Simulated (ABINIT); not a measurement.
**Ba2TaBiO6 (R-3): changed settings of a GW run in ABINIT**

Aim: change inputs of a GW run on Ba2TaBiO6 (R-3) and see what moves.

Main program and level: ABINIT 10.8.3; LDA and many-body steps on it, plane waves.

Report form: the programs' logs are mostly left out.

## 1. The starting structure

The structure is trigonal, space group R-3 (No. 148). The conventional cell has a = 6.151 Å, b = 6.151 Å, c = 14.869 Å, α = 90.00°, β = 90.00°, γ = 120.00°. Nearest to Ba lie 12 O at 2.76 to 3.40 Å. Nearest to Ta lie 6 O at 2.01 Å. Nearest to Bi lie 6 O at 2.36 Å. Nearest to O lie 1 Ta at 2.01 Å and 1 Bi at 2.36 Å and 4 Ba at 2.76 to 3.40 Å. Farther neighbours and most contacts between anions are not listed.

As a file:

```cif
data_structure
_symmetry_space_group_name_H-M 'P 1'
_symmetry_Int_Tables_number 1
_cell_length_a 6.0973
_cell_length_b 6.0973
_cell_length_c 6.0973
_cell_angle_alpha 60.587
_cell_angle_beta 60.587
_cell_angle_gamma 60.587
_cell_volume 162.41
loop_
_atom_site_label
_atom_site_type_symbol
_atom_site_fract_x
_atom_site_fract_y
_atom_site_fract_z
_atom_site_occupancy
Ba1 Ba 0.74882 0.74882 0.74882 1
Ba2 Ba 0.25118 0.25118 0.25118 1
Ta3 Ta 0.50000 0.50000 0.50000 1
Bi4 Bi 0.00000 0.00000 0.00000 1
O5 O 0.72551 0.21886 0.32204 1
O6 O 0.21886 0.32204 0.72551 1
O7 O 0.32204 0.72551 0.21886 1
O8 O 0.27449 0.78114 0.67797 1
O9 O 0.67797 0.27449 0.78114 1
O10 O 0.78114 0.67797 0.27449 1
```

The cell and positions are those that the Materials Project relaxed with its own functionals (PBE, PBE+U or r2SCAN), kept fixed. Spin-orbit coupling is left out unless a step names it.

## 2. Screening, 2×2×2 mesh, 267 bands, screening to 152.4 eV

This step: ABINIT 10.8.3; RPA screening on LDA, plane waves, norm-conserving pseudopotentials.

The RPA dielectric matrix is built and inverted for each q.

run.abi reads:

```
acell 3*1.0 Angstrom
rprim 
  3.075626834241 1.775713980676 4.956223105800
  -3.075626834241 1.775713980676 4.956223105800
  0.000000000000 -3.551427961352 4.956223105800
ntypat 4
znucl 56 73 83 8
natom 10
typat 1 1 2 3 4 4 4 4 4 4
xred 
  0.748816000000 0.748816000000 0.748816000000
  0.251184000000 0.251184000000 0.251184000000
  0.500000000000 0.500000000000 0.500000000000
  0.000000000000 0.000000000000 0.000000000000
  0.725510000000 0.218856000000 0.322035000000
  0.218856000000 0.322035000000 0.725510000000
  0.322035000000 0.725510000000 0.218856000000
  0.274490000000 0.781144000000 0.677965000000
  0.677965000000 0.274490000000 0.781144000000
  0.781144000000 0.677965000000 0.274490000000
pp_dirpath "pseudos"
pseudos "Ba.upf, Ta.upf, Bi.upf, O.upf"
ecut 36
ngkpt 2 2 2
nshiftk 1
shiftk 0 0 0
kptopt 1
chksymbreak 0
istwfk *1
occopt 1
irdwfk 1
optdriver 3
nband 267
ecuteps 5.6
inclvkb 2
awtr 1
symchi 1
indata_prefix "in"
outdata_prefix "out"
tmpdata_prefix "tmp"
```

Run with:

```
$ OMP_NUM_THREADS=1 mpirun -n 8 abinit run.abi > log
```

Run time: 2 min. Hardware: 8 MPI ranks of Intel Xeon 6975P-C (Granite Rapids), shared host; peak memory 6 GiB; 16 min of CPU time.

This step gave:

```yaml
eps_infinity_with_local_fields_on_this_mesh_along_the_program_s_q_direction: 6.552
the_same_without_local_fields: 7.191
plasma_frequency: 26.70 eV
plane_waves_in_the_screening_matrix: 711
```

Local fields lower ε∞ by 9 %. On a Γ-centred mesh this coarse the value itself is usually too large, while a short band sum pulls it down.

## 3. Base

The self-energy is evaluated for the states that the input lists, and the levels follow from it, in one-shot runs by the linearised quasiparticle equation.

This step: G0W0 on LDA, plane waves, norm-conserving pseudopotentials.

Changes to run.abi since step 2:

```diff
@@ -31,8 +31,19 @@
 irdwfk 1
-optdriver 3
+optdriver 4
 nband 267
+gwcalctyp 0
+ecutsigx 36
+symsigma 1
+nkptgw 3
+kptgw 
+  0.5000000000 0.5000000000 0.5000000000
+  0.5000000000 0.0000000000 0.0000000000
+  0.0000000000 0.0000000000 0.0000000000
+bdgw 
+  41 45
+  41 44
+  40 44
 ecuteps 5.6
-inclvkb 2
-awtr 1
-symchi 1
+irdscr 1
+ppmodel 1
 indata_prefix "in"
```

Elapsed: 74 s, on 8 MPI ranks; peak memory 3.8 GiB; 9.8 min of CPU time.

This step gave:

```
G0W0 gap on the points computed              : 3.628 eV
starting gap on the mesh                     : 2.566 eV
k of the valence top                         : 0.5, 0.5, 0.5
k of the conduction bottom                   : 0.5, 0, 0
Z at the valence top                         : 0.784
Z at the conduction bottom                   : 0.825
least direct G0W0 gap on the computed points : 3.663 eV
```

The gap on the mesh goes from 2.57 eV to 3.63 eV, a correction of +1.06 eV.

## 4. Coulomb singularity

Changes to run.abi since step 3:

```diff
@@ -48,2 +48,3 @@
 ppmodel 1
+gw_icutcoul 7
 indata_prefix "in"
```

The job ended after 84 s (8 MPI ranks; peak memory 3.8 GiB).

Numbers from this step:

```
G0W0 gap on the points computed              : 3.666 eV
starting gap on the mesh                     : 2.566 eV
k of the valence top                         : 0.5, 0.5, 0.5
k of the conduction bottom                   : 0.5, 0, 0
Z at the valence top                         : 0.779
Z at the conduction bottom                   : 0.819
least direct G0W0 gap on the computed points : 3.701 eV
```

Against G0W0 in ABINIT (2×2×2 mesh, 267 bands, screening to 152.4 eV, Godby-Needs plasmon pole), the gap moves by +0.038 eV.

## 5. Side by side

Times are wall times on 8 MPI ranks of Intel Xeon 6975P-C (Granite Rapids), shared host, good to a factor of about two. A run's time includes the screening step that it read.

```
                run   mesh  bands  screening cutoff (eV)  DFT gap (eV)  gap on the mesh (eV)  direct (eV)  ε∞ used     time
               base  2×2×2    267                  152.4         2.566                 3.628        3.663     6.55  3.2 min
Coulomb singularity  2×2×2    267                  152.4         2.566                 3.666        3.701     6.55  3.4 min
```

## 6. Summary of results

```json
{"base": "3.628 eV", "Coulomb singularity": "3.666 eV", "known limits": "not at the basis limit; exchange with frozen shells missing; no spin-orbit coupling; coarse k mesh"}
```

**Reading.** Coulomb singularity: +0.038 eV against base (keys changed: gw_icutcoul). Bands and cutoff are finite, so the gap is not at the basis limit. The miss can reach some tenths of an eV and take either sign; the mesh is an error of its own. In the G0W0 runs levels were corrected at 3 k points alone, so a gap called «on the mesh» is the least over those, and an edge elsewhere would be missed. The 2×2×2 mesh is coarse for this cell, which bears on the long-range parts of exchange and screening. Where an edge is built on 6p states of lead, bismuth or thallium, scalar-relativistic gaps usually stand too wide, by a few tenths to over one eV. The norm-conserving file of at least one element keeps a d shell over frozen s and p shells of the same row. Exchange with those shells is missing from the self-energy, an error of 0.3 to 0.9 eV in cases checked, whose sign depends on which edge lies on those atoms. The many-body steps are scalar-relativistic: spin-orbit coupling is not in them.

[Paths, hosts, dates, memory and timing lines, banners, echoed tables and standing remarks are left out of the program output.]

[Logs are printed without paths, hosts, clocks, repeated set-up lines and the standing remarks that a program may print on its own settings, such as how far it seeks lower states.]

[Runs of the session that timed out or met a known fault of the program may be left out.]

[Hosts, paths, dates, database ids (printed as entryN), source tags and the programs' standing remarks are cut or masked in the printed files.]

[G0W0 gaps are taken among the corrected bands and points alone; a level outside them can change the order at an edge.]

[Where Ansatz stands beside ABINIT at settings called matched, ABINIT's density can come from a denser mesh and the files from another edition; pairs whose starting gaps differed by over 0.03 eV were left out, so agreement reads better than it is.]
